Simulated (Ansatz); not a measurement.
## TiMn3, from a guessed structure to a relaxed one

Starting from a made-up structure for TiMn3, the aim is the relaxed cell, its shortest contacts and, where a second run follows, its electronic structure.

Method: DFT, PBEsol, plane-wave PAW, files of the set soft_1, scalar-relativistic, ferromagnetic start, cell and ions relaxed at zero pressure; PAW set soft_1, in the first sound run; inputs show where later runs differ, in Ansatz 0.2.0.

In doubt: warnings of the run leave room for a lower electronic state, so energies may not be the lowest and differences between runs may mislead.

**1. Starting point**

It takes space group P6_3/mmc (No. 194, hexagonal). Conventional cell: a = 5.527 Å, b = 5.527 Å, c = 4.406 Å, α = 90.00°, β = 90.00°, γ = 120.00°. Nearest to Mn lie 8 Mn at 2.72 to 2.77 Å and 4 Ti at 2.72 to 2.76 Å. Nearest to Ti lie 12 Mn at 2.72 to 2.76 Å. Farther neighbours are not listed.

**2. Relaxation of the guess**

The guess takes its coordinates from another compound and its volume from a rule, so the cell and any free coordinates are relaxed together.

File input.yaml:

```yaml
crystal:
  lattice:
    - [5.527, 0.0, 0.0]
    - [-2.7635, 4.786522407, 0.0]
    - [0.0, 0.0, 4.406]
  atoms:
    - { symbol: Mn, position: [0.8339, 0.1661, 0.75], spin: 4.0 }
    - { symbol: Mn, position: [0.3322, 0.1661, 0.75], spin: 4.0 }
    - { symbol: Mn, position: [0.8339, 0.6678, 0.75], spin: 4.0 }
    - { symbol: Mn, position: [0.1661, 0.8339, 0.25], spin: 4.0 }
    - { symbol: Mn, position: [0.6678, 0.8339, 0.25], spin: 4.0 }
    - { symbol: Mn, position: [0.1661, 0.3322, 0.25], spin: 4.0 }
    - { symbol: Ti, position: [0.666666667, 0.333333333, 0.25], spin: 1.0 }
    - { symbol: Ti, position: [0.333333333, 0.666666667, 0.75], spin: 1.0 }
magnetization:
  spin_polarized: true
kpoints:
  mp_grid: { grid: [6, 6, 6] }
scf:
  occupations: { method: fermi_dirac, width: 0.05 }
hamiltonian:
  xc: pbesol
  pseudopotentials: { kind: paw, azcp: { folder: soft_1 }, xc_functional: pbe }
relax:
  f_tol: 0.015
  max_steps: 70
  cell: {}
output:
  forces: true
  stress: true
```

Run with:

```sh
$ ansatz run input.yaml --threads 4 --pin off --max-ram 10240MiB --backend cpu --events-out ev --progress --plain --runs-dir out
```

Numbers of over 12 decimals in the logs are rounded to 6 here.

The program printed:

```text
Engine: ansatz 0.2.0, x86_64-unknown-linux-gnu
Pseudopotentials: kind: paw
Pseudopotential: Mn, paw, valence charge 15, recommended cutoff 420 eV (normal), soft_1/Mn.paw.azcp
Pseudopotential: Ti, paw, valence charge 12, recommended cutoff 420 eV (normal), soft_1/Ti.paw.azcp
Functional definition: PBEsol
  exchange = pbesol_x
  correlation = pbesol_c
Crystal: 8 atoms, lattice volume = 116.561 Å³
Basis set: ecut = 420 eV, 2277 PW (Γ), exchange–correlation on 80×80×60 points (8 copies of the dense FFT grid, shifted against one another)
Bands: 84, of which v1, the nominal top of the filled ones, is band 57 counted from 1 (56 counted from 0)
Symmetry: 24 space group operations
Space group: P63/mmc (ITA 194), of the structure as read, at distance tolerance 4.9e-5 Å
Magnetic group: BNS 194.263 (UNI 1493), of the structure as read, at distance tolerance 4.9e-5 Å
k-points: 28 of 216
Non-local potential: Mn, projectors of the file, l = 0: 3, l = 1: 2, l = 2: 3, l = 3: 1
Non-local potential: Ti, projectors of the file, l = 0: 3, l = 1: 2, l = 2: 3, l = 3: 1
PAW form: soft (Blöchl's): semilocal exchange-correlation on the pseudo side does not see the compensation charge
PAW frozen core: Mn, regenerated for the run's functional, and the local potential with it (the file was generated under x = pbe(κ = 0.804, μ = 0.219515), c = pbe(β = 0.066725))
PAW frozen core: Ti, regenerated for the run's functional, and the local potential with it (the file was generated under x = pbe(κ = 0.804, μ = 0.219515), c = pbe(β = 0.066725))
PAW one-centre angular grid: Mn, 590 points (default); XC on 64 Gauss nodes
PAW one-centre angular grid: Ti, 590 points (default); XC on 64 Gauss nodes
Initial density: superposition of atomic densities (chi_scale 0.1, normalization cell)
Starting moments: Σ|m| = 26 μB on 8 of 8 sites
Initial wavefunctions: pseudopotential atomic-orbital guess
Functional: x = pbesol(κ = 0.804, μ = 0.123457), c = pbesol(β = 0.046)
SCF iter   1: F=—  HF=-28155.729667 eV  |F-HF|=—  |Δ(HF+E_count)|=         —  Δρ=8.20e-2 (↑8.20e-2 ↓3.39e-2)  dr2=4.83e0  dr2_m=3.07e0  M=19.952 μB ∫|m|=20.137 μB  β_m=0.30  ethr=3.10e-3  ⟨swp⟩=3.9  Hψ=13383  notcnv=0  defer=14
Mixer restart at iter 1: flushing history
preconditioner: auto → Kerker (q_TF=auto, 2.718 Å⁻¹)  [metal: Δε(μ)=0.037 eV  Ē_g=6.057 eV  σ=0.050 eV  W_gap=0.18  n_scr=44 (ndim 8)  ℏωp=24.3 eV  f_vac=0.000  D(μ)=4.87/eV (n_scr^D=44)]
spin=Collinear: Kerker preconditioning applied to the charge; magnetization (m = ρ↑ − ρ↓) channel mixes plain (no charge-response kernel on spin).
SCF iter   2: F=—  HF=-28155.011877 eV  |F-HF|=—  |Δ(HF+E_count)|=   7.18e-1  Δρ=4.97e-2 (↑4.97e-2 ↓3.14e-2)  dr2=1.63e0  dr2_m=1.53e0  M=19.599 μB ∫|m|=19.908 μB  β_m=0.53  ethr=3.10e-3  ⟨swp⟩=2.5  Hψ=7386  notcnv=0  defer=410
SCF iter   3: F=—  HF=-28157.319158 eV  |F-HF|=—  |Δ(HF+E_count)|=    2.31e0  Δρ=2.04e-2 (↑1.87e-2 ↓2.04e-2)  dr2=8.13e-2  dr2_m=3.87e-1  M=18.441 μB ∫|m|=19.525 μB  β_m=0.67  ethr=1.43e-3  ⟨swp⟩=2.0  Hψ=7603  notcnv=0  defer=410
SCF iter   4: F=—  HF=-28158.332846 eV  |F-HF|=—  |Δ(HF+E_count)|=         —  Δρ=1.14e-2 (↑7.36e-3 ↓1.14e-2)  dr2=1.04e-1  dr2_m=7.25e-2  M=17.717 μB ∫|m|=20.016 μB  β_m=0.67  ethr=7.13e-5  ⟨swp⟩=2.1  Hψ=7579  notcnv=0  defer=407
Mixer restart at iter 4: flushing history
SCF iter   5: F=—  HF=-28158.319132 eV  |F-HF|=—  |Δ(HF+E_count)|=   1.37e-2  Δρ=4.54e-3 (↑3.12e-3 ↓4.54e-3)  dr2=1.88e-2  dr2_m=1.17e-2  M=17.682 μB ∫|m|=20.010 μB  β_m=0.82  ethr=7.13e-5  ⟨swp⟩=2.1  Hψ=7428  notcnv=0  defer=403
SCF iter   6: F=—  HF=-28158.321346 eV  |F-HF|=—  |Δ(HF+E_count)|=   2.21e-3  Δρ=2.71e-3 (↑2.71e-3 ↓1.33e-3)  dr2=8.75e-3  dr2_m=2.19e-3  M=17.703 μB ∫|m|=20.120 μB  β_m=0.72  ethr=1.65e-5  ⟨swp⟩=2.0  Hψ=8708  notcnv=0  defer=447
SCF iter   7: F=—  HF=-28158.316700 eV  |F-HF|=—  |Δ(HF+E_count)|=   4.65e-3  Δρ=9.25e-4 (↑9.25e-4 ↓5.41e-4)  dr2=2.42e-3  dr2_m=7.44e-5  M=17.691 μB ∫|m|=20.077 μB  β_m=0.86  ethr=7.68e-6  ⟨swp⟩=2.0  Hψ=8531  notcnv=0  defer=462
SCF iter   8: F=—  HF=-28158.316651 eV  |F-HF|=—  |Δ(HF+E_count)|=   4.83e-5  Δρ=2.63e-4 (↑1.38e-4 ↓2.63e-4)  dr2=1.83e-4  dr2_m=5.57e-6  M=17.697 μB ∫|m|=20.079 μB  β_m=0.86  ethr=2.12e-6  ⟨swp⟩=2.0  Hψ=5935  notcnv=0  defer=462
SCF iter   9: F=—  HF=-28158.316733 eV  |F-HF|=—  |Δ(HF+E_count)|=   8.15e-5  Δρ=1.40e-4 (↑8.57e-5 ↓1.40e-4)  dr2=7.77e-5  dr2_m=1.14e-6  M=17.696 μB ∫|m|=20.077 μB  β_m=0.93  ethr=1.60e-7  ⟨swp⟩=2.0  Hψ=6754  notcnv=0  defer=468
SCF iter  10: F=—  HF=-28158.316738 eV  |F-HF|=—  |Δ(HF+E_count)|=   5.54e-6  Δρ=5.55e-5 (↑3.07e-5 ↓5.55e-5)  dr2=9.58e-6  dr2_m=7.31e-7  M=17.695 μB ∫|m|=20.075 μB  β_m=0.96  ethr=6.81e-8  ⟨swp⟩=2.0  Hψ=5643  notcnv=0  defer=468
SCF iter  11: F=—  HF=-28158.316737 eV  |F-HF|=—  |Δ(HF+E_count)|=   1.15e-6  Δρ=2.03e-5 (↑1.23e-5 ↓2.03e-5)  dr2=1.18e-6  dr2_m=3.00e-8  M=17.695 μB ∫|m|=20.075 μB  β_m=0.98  ethr=8.40e-9  ⟨swp⟩=2.0  Hψ=7529  notcnv=0  defer=468
SCF iter  12: F=—  HF=-28158.316737 eV  |F-HF|=—  |Δ(HF+E_count)|=   2.31e-7  Δρ=7.76e-6 (↑2.61e-6 ↓7.76e-6)  dr2=1.15e-7  dr2_m=1.72e-8  M=17.695 μB ∫|m|=20.076 μB  β_m=0.99  ethr=1.04e-9  ⟨swp⟩=2.1  Hψ=5874  notcnv=0  defer=468
SCF iter  13: F=—  HF=-28158.316737 eV  |F-HF|=—  |Δ(HF+E_count)|=   4.14e-9  Δρ=9.85e-7 (↑9.85e-7 ↓7.41e-7)  dr2=4.52e-9  dr2_m=2.51e-11  M=17.695 μB ∫|m|=20.076 μB  β_m=1.00  ethr=1.01e-10  ⟨swp⟩=2.0  Hψ=6375  notcnv=0  defer=468
SCF iter  14: F=-28158.316737 eV  HF=-28158.316737 eV  |F-HF|=4.71e-9  |Δ(HF+E_count)|=  6.62e-10  Δρ=8.87e-7 (↑8.87e-7 ↓8.08e-7)  dr2=5.03e-9  dr2_m=5.91e-12  M=17.695 μB ∫|m|=20.076 μB  ethr=3.96e-12  ⟨swp⟩=1.0  Hψ=9798  notcnv=0
SCF 1 converged in 14 iterations: F = -28158.316737 eV  dr2 = 5.03e-9
  greatest PAW one-centre occupation: 1.000 electrons in one spin orbital (limit 2), on the Mn atom at site 5 (counted from 0), in its partial waves of l = 0
relax step   1: F+E_penalty+E_count = -28158.31673747 eV  Δ(F+E_penalty+E_count) = +0.000e0 eV  max|allowed force component| = 2.558e-1 eV/Å  Δτ_max = 0.0000 Å  P = -10.068 GPa  Ω = 116.561 Å³  (14 SCF iters, dr2 threshold 1.00e-7 eV, accepted)
Crystal: 8 atoms, lattice volume = 105.903 Å³
Basis set: ecut = 420 eV, 2073 PW (Γ), exchange–correlation on 80×80×60 points (8 copies of the dense FFT grid, shifted against one another)
Initial density: handed on by an earlier stage of this run
Starting moments: Σ|m| = 26 μB on 8 of 8 sites; this step starts from the density that it was given
Initial wavefunctions: those handed on with the density
[...]
relax step   8: F+E_penalty+E_count = -28159.44073826 eV  Δ(F+E_penalty+E_count) = +1.872e-2 eV  max|allowed force component| = 4.744e-3 eV/Å  Δτ_max = 0.0000 Å  P = -0.046 GPa  Ω = 97.557 Å³  stress off target by 5.15e-2 GPa  SCF on the basis re-selected at this cell (its energy is not comparable with the rows above)  (14 SCF iters)
[...]
relax step   9: F+E_penalty+E_count = -28159.44083465 eV  Δ(F+E_penalty+E_count) = -9.640e-5 eV  max|allowed force component| = 2.395e-4 eV/Å  Δτ_max = 0.0007 Å  P = +0.005 GPa  Ω = 97.506 Å³  energy of the carried Pulay correction = +8.038e-5 eV  (11 SCF iters, dr2 threshold 6.63e-9 eV, accepted)
iter 1 solved again at ethr=1.99e-8 eV; its pass at ethr=3.10e-3 eV (dr2=2.27e-5 eV) is discarded
SCF iter   1: F=—  HF=-28159.440761 eV  |F-HF|=—  |Δ(HF+E_count)|=         —  Δρ=1.13e-6 (↑7.98e-7 ↓1.13e-6)  dr2=1.32e-9  dr2_m=6.50e-11  M=9.858 μB ∫|m|=10.129 μB  β_m=0.65  ethr=1.99e-8  ⟨swp⟩=4.3  Hψ=28505  notcnv=0
eigensolver tolerance schedule: the retry pair's looser diagonalisation over-reported the residual by 17175.29 of it (diagonalisation noise at 0.12 of the residual, at the tolerance the schedule requests for it); recorded, not acted on — ethr = c·dr2/N_el stays at c = 1.0e-1
preconditioner: auto → none  [metal: Δε(μ)=0.014 eV  Ē_g=5.846 eV  σ=0.050 eV  W_gap=0.07  n_scr=8 (ndim 8)  ℏωp=26.6 eV  f_vac=0.000  D(μ)=13.39/eV (n_scr^D=192)]
SCF iter   2: F=—  HF=-28159.440762 eV  |F-HF|=—  |Δ(HF+E_count)|=   1.15e-6  Δρ=3.63e-7 (↑3.23e-7 ↓3.63e-7)  dr2=3.96e-10  dr2_m=8.13e-12  M=9.858 μB ∫|m|=10.129 μB  β_m=0.51  ethr=1.16e-12  ⟨swp⟩=2.8  Hψ=9408  notcnv=0
SCF iter   3: F=—  HF=-28159.440762 eV  |F-HF|=—  |Δ(HF+E_count)|=  6.55e-10  Δρ=3.47e-7 (↑3.47e-7 ↓2.20e-7)  dr2=1.68e-10  dr2_m=3.84e-11  M=9.858 μB ∫|m|=10.129 μB  β_m=0.46  ethr=1.00e-12  ⟨swp⟩=2.0  Hψ=6057  notcnv=0
SCF iter   4: F=—  HF=-28159.440762 eV  |F-HF|=—  |Δ(HF+E_count)|=  2.26e-10  Δρ=1.85e-7 (↑9.89e-8 ↓1.85e-7)  dr2=1.90e-11  dr2_m=1.05e-11  M=9.858 μB ∫|m|=10.129 μB  β_m=0.69  ethr=1.00e-12  ⟨swp⟩=1.0  Hψ=4704  notcnv=0
SCF iter   5: F=—  HF=-28159.440762 eV  |F-HF|=—  |Δ(HF+E_count)|=  3.71e-10  Δρ=2.37e-7 (↑2.37e-7 ↓1.84e-7)  dr2=1.27e-11  dr2_m=3.69e-11  M=9.858 μB ∫|m|=10.129 μB  β_m=0.75  ethr=1.00e-12  ⟨swp⟩=1.0  Hψ=4704  notcnv=0
SCF iter   6: F=—  HF=-28159.440762 eV  |F-HF|=—  |Δ(HF+E_count)|=  1.02e-10  Δρ=1.20e-7 (↑5.25e-8 ↓1.20e-7)  dr2=9.32e-12  dr2_m=5.36e-12  M=9.858 μB ∫|m|=10.129 μB  β_m=0.78  ethr=1.00e-12  ⟨swp⟩=1.0  Hψ=4704  notcnv=0
SCF iter   7: F=—  HF=-28159.440762 eV  |F-HF|=—  |Δ(HF+E_count)|=  1.09e-11  Δρ=1.69e-7 (↑1.69e-7 ↓5.41e-8)  dr2=2.12e-11  dr2_m=7.78e-12  M=9.858 μB ∫|m|=10.129 μB  β_m=0.75  ethr=1.00e-12  ⟨swp⟩=1.1  Hψ=4709  notcnv=0
SCF iter   8: F=—  HF=-28159.440762 eV  |F-HF|=—  |Δ(HF+E_count)|=  7.28e-12  Δρ=4.76e-8 (↑4.76e-8 ↓3.78e-8)  dr2=5.25e-12  dr2_m=1.02e-13  M=9.858 μB ∫|m|=10.129 μB  β_m=0.78  ethr=1.00e-12  ⟨swp⟩=1.0  Hψ=4704  notcnv=0
SCF iter   9: F=-28159.440762 eV  HF=-28159.440762 eV  |F-HF|=7.28e-12  |Δ(HF+E_count)|=  2.55e-11  Δρ=2.05e-8 (↑1.86e-8 ↓2.05e-8)  dr2=1.29e-12  dr2_m=2.31e-14  M=9.858 μB ∫|m|=10.129 μB  ethr=1.00e-12  ⟨swp⟩=2.0  Hψ=11804  notcnv=0
SCF 10 converged in 9 iterations: F = -28159.440762 eV  dr2 = 1.29e-12
relax step  10: F+E_penalty+E_count = -28159.44076239 eV  Δ(F+E_penalty+E_count) = +7.226e-5 eV  max|allowed force component| = 2.482e-4 eV/Å  Δτ_max = 0.0000 Å  P = +0.005 GPa  Ω = 97.506 Å³  stress off target by 4.94e-3 GPa  SCF on the basis re-selected at this cell (its energy is not comparable with the rows above)  (9 SCF iters)
basis re-selected at this cell: Δ(F+E_penalty+E_count) = +7.226e-5 eV, ΔP = -0.000 GPa vs the last step (what re-selecting the basis moved, of the pressure what is left beyond the Pulay correction that the steps carried, after the strain that the cell walked since its last selection, with what the two solves' SCF thresholds leave and, on support functions, any second-order correction that the steps lacked; it is no m [...]
WARN: an SCF from ferrimagnetic starting moments (-4.00, -4.00, -4.00, 4.00, 4.00, 4.00, 1.00, 1.00 Bohr magnetons, atom by atom) was not made, by what the run has read of turns of its moments that order reads lower: the deck asks for what bars it, or types moments that do (magnetization.spin_polarized, in the input reference, names some of the keys), or the run goes by scf.lower_state_search: light, the default, which as a rule tries one only behind a close that has lost an order of both signs, or on which an open d or half-filled 4f shell of a PAW file has lost a moment that was set nearer to Hund's than to what is left; [rest of the remark cut]
SCF converged after 9 iterations
Magnetization: 9.8578 μB (61.9289 up, 52.0711 down)
Absolute magnetization: 10.1416 μB (∫|ρ↑−ρ↓|, with the PAW one-centre terms)
Spin contamination: 0.2238 ħ² per cell (⟨S²⟩ above its minimum at these occupations)
Per-site moments (μB) at R_I (Å): [(1.560212, 1.009599), (1.560212, 1.009599), (1.560212, 1.009599), (1.560212, 1.009599), (1.560212, 1.009599), (1.560212, 1.009599), (-0.034936, 1.065259), (-0.034936, 1.065259)]
Free energy (F): -28159.440762 eV
Harris-Foulkes:  -28159.440762 eV  (|F-HF|=7.28e-12)
Internal energy: -28159.332035 eV  (E = F + TS)
E sigma→0 (E₀):  -28159.386399 eV
Entropy (-TS):   -0.108728 eV (-13.591 meV/atom)
Fermi energy:    17.862403 eV
--- Per-component energies (eV) ---
  E_band       = -1332.817849
  E_kinetic    = 2492.672141
  E_local      = -13189.123814  (includes V_loc(G=0)·N_el)
  E_nonlocal   = 2862.415656
  E_hartree    = 5030.362160
  E_xc         = -891.621189
  E_vxc        = -1139.399143  (∫ρ·V_xc dr)
  E_paw        = -9807.355703  (= ΣΔE_a)
  E_vpaw       = -2420.107572  (= ΣTr[D̂ρ^β])
  E_aug_tail   = 0.000431  (compensation charges beyond the density's cutoff)
  E_ewald      = -14657.978390
  E_core_change = 1.296672  (= ΣΔE_core)
  E_smearing   = -0.108728  (= −TS)
  E_closure    = 0.000000  (closes the sum)
  Σ components = -28159.440762   (vs F -28159.440762, Δ=0.00e0)
--- Forces (eV/Å), atoms counted from 1 ---
  atom   1  Mn     0.00021497    -0.00012411     0.00000000
  atom   2  Mn    -0.00021497    -0.00012411     0.00000000
  atom   3  Mn     0.00000000     0.00024822     0.00000000
  atom   4  Mn    -0.00021497     0.00012411     0.00000000
  atom   5  Mn     0.00021497     0.00012411     0.00000000
  atom   6  Mn    -0.00000000    -0.00024822     0.00000000
  atom   7  Ti     0.00000000    -0.00000000     0.00000000
  atom   8  Ti    -0.00000000     0.00000000     0.00000000
  max |Σ_I F_I| component: 1.10e-17 eV/Å
--- Stress (GPa, compression-positive) ---
        0.004635      -0.000000       0.000000
       -0.000000       0.004635       0.000000
        0.000000       0.000000       0.004936
  P = ⅓ Tr σ = 0.0047 GPa (0.047 kbar)
--- Relaxed structure (8 steps of the walk, 8 accepted, 2 SCFs on fresh bases) ---
  F+E_penalty+E_count = -28159.44076239 eV   max|allowed force component| = 2.482e-4 eV/Å   (the final SCF, on the basis selected at the relaxed cell)
  cell:  # Å, volume = 97.5057 Å³
    - [5.162583, 0, 0.0]
    - [-2.581291, 4.470928, 0.0]
    - [0.0, 0.0, 4.224401]
  atoms:
    - { symbol: Mn, position: [0.841971, 0.158029, 0.75] }
    - { symbol: Mn, position: [0.316058, 0.158029, 0.75] }
    - { symbol: Mn, position: [0.841971, 0.683942, 0.75] }
    - { symbol: Mn, position: [0.158029, 0.841971, 0.25] }
    - { symbol: Mn, position: [0.683942, 0.841971, 0.25] }
    - { symbol: Mn, position: [0.158029, 0.316058, 0.25] }
    - { symbol: Ti, position: [0.666667, 0.333333, 0.25] }
    - { symbol: Ti, position: [0.333333, 0.666667, 0.75] }
```

Elapsed: 66 s, on 4 threads of AMD EPYC 9R14 (Zen 4), shared host; peak memory 0.94 GiB.

Relaxation path:

```
step  energy less that of the first step (eV)  largest force component (eV/Å)  pressure (GPa)  volume (Å³)
   1                                   0.0000                          0.2558          -10.07       116.56
   2                                  -0.6937                          0.6130          -10.44       105.90
   3                                  -1.0659                          0.3865           -4.11        99.72
   4                                  -1.1331                          0.0786            2.22        95.97
   5                                  -1.1417                          0.0071            0.16        97.41
   6                                  -1.1427                          0.0025            0.03        97.52
   7                                  -1.1427                          0.0002            0.00        97.56
  8*                                  -1.1240                          0.0047           -0.05        97.56
   9                                  -1.1241                          0.0002            0.01        97.51
 10*                                  -1.1240                          0.0002            0.00        97.51
```

Relaxation steps marked * repeat the geometry before them on a plane-wave basis chosen anew for their cell, so energy and pressure can jump there.

The run keeps the 24 symmetry operations that it works with, so distortions that break them were not tested.

```
conventional cell, symmetrised  before  after   change
                         a (Å)   5.527  5.163   -6.6 %
                         b (Å)   5.527  5.163   -6.6 %
                         c (Å)   4.406  4.224   -4.1 %
              volume (Å³/atom)   14.57  12.19  -16.3 %
```

The atoms that moved most (Å, as changes of fractional coordinates times the final cell):

```
atom      dx      dy     dz  length
 Mn4  -0.063   0.036  0.000   0.072
 Mn3   0.000   0.072  0.000   0.072
 Mn6   0.000  -0.072  0.000   0.072
 Mn2  -0.063  -0.036  0.000   0.072
 Mn1   0.063  -0.036  0.000   0.072
 Mn5   0.063   0.036  0.000   0.072
```

Numbers from this step:

```
free energy             : -28159.4408 eV
energy at zero smearing : -28159.3864 eV
smearing term TS        : 0.1087 eV
Fermi energy            : 17.86 eV
magnetization           : 9.858 μB
absolute magnetization  : 10.14 μB
site moments            : 1.560, 1.560, 1.560, 1.560, 1.560, 1.560, -0.03494, -0.03494 μB
electrons               : 114
symmetry operations     : 24
pressure                : 0.004735 GPa
```

Site moment by atom:

```
atom  site moment (μB)
 Mn1              1.56
 Mn2              1.56
 Mn3              1.56
 Mn4              1.56
 Mn5              1.56
 Mn6              1.56
 Ti7             -0.03
 Ti8             -0.03
```

The shortest distance of each pair, which need not be the same contact before and after:

```
 pair  guess (Å)  relaxed (Å)
Mn–Mn      2.717        2.448
Mn–Ti      2.723        2.582
Ti–Ti      3.878        3.653
```

The relaxation ends with a largest force component of 2.5e-4 eV/Å and a pressure of 0.00 GPa.

[end of part 1 of 2]

[Logs are printed without paths, hosts, clocks, repeated set-up lines and the standing remarks that a program may print on its own settings, such as how far it seeks lower states.]

[Hosts, paths, dates, database ids (printed as entryN), source tags and the programs' standing remarks are cut or masked in the printed files.]
